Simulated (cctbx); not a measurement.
## Which space group?

Cell: a = 7.7250 Å, b = 7.7250 Å, c = 13.9110 Å, α = 90.00°, β = 90.00°, γ = 90.00°. Expected content of the cell: Ir8 Lu4 Pr16 P4.

Simulated single-crystal data (cctbx): Cu Kα, λ = 1.54184 Å, to d = 0.8 Å, 50 % of the full sphere, strongest reflection 70000 counts, noise from counting, a 2 % proportional error and a noise floor of 8 counts (s.d.); no absorption.

Tests on the unmerged data give:

```text
3395 reflections to d = 0.801 A
centring   violations  <I/sigma> of those
    A        699 of  1726     11.2
    B        718 of  1704     11.8
    C        637 of  1716      9.9
    I          0 of  1699      0.0
    R        939 of  2237     11.8
    F       1027 of  2573     11.0
Laue class    unique    Rint  (classes that these axes allow; Friedel mates merged)
I 1 2/m 1         837   0.016
I 1 1 2/m         825   0.015
I 2/m 1 1         825   0.015
I m m m           498   0.017
I 4/m             443   0.017
I 4/m m m         277   0.017
space group    extra absences  I>4sigma  <I/sigma>
I 4 2 2                 0          0         -  acentric
I 4 m m                 0          0         -  acentric
I 4 c m               145          0       0.2  acentric
I -4 m 2                0          0         -  acentric
I -4 c 2              145          0       0.2  acentric
I -4 2 m                0          0         -  acentric
I 4/m m m               0          0         -  centric
I 4/m c m             145          0       0.2  centric
Wilson B = 1.25 A^2   <|E^2-1|> = 0.948 (0.968 centric, 0.736 acentric)   E^2>4: 4.9 %
shell (A)         n   <I/sigma>
 6.96 - 1.60     43     60.2
 1.60 - 1.27     35     56.5
 1.27 - 1.11     34     61.0
 1.11 - 1.01     35     51.3
 1.01 - 0.94     33     46.3
 0.94 - 0.88     31     58.9
 0.88 - 0.84     35     43.4
 0.84 - 0.80     31     43.6
```

Q: Read the symmetry from these tables.

The reflections that I centring forbids are absent (⟨I/σ⟩ near 0), so the lattice is I.

Rint stays low (0.015 to 0.017) up to I 4/m m m, the highest class in these axes.

8 settings pass the absence test. The most absences obeyed, 145, belong to I 4 c m, I -4 c 2 and I 4/m c m, which absences can't tell apart.

⟨|E²−1|⟩ = 0.948 leans to a centrosymmetric structure. The Wilson B of 1.25 Å² means U ≈ 0.0158 Å².

The true group is I4/mcm (no. 140), Laue class 4/mmm, centrosymmetric. The tables only narrow the choice to the tied entries; cell content, site symmetry and trial solutions must settle it.

The model is made up (kin elements in a known structure type, no relaxation), so it says nothing on whether the phase exists.

[Logs are printed without paths, hosts, clocks, repeated set-up lines and the standing remarks that a program may print on its own settings, such as how far it seeks lower states.]
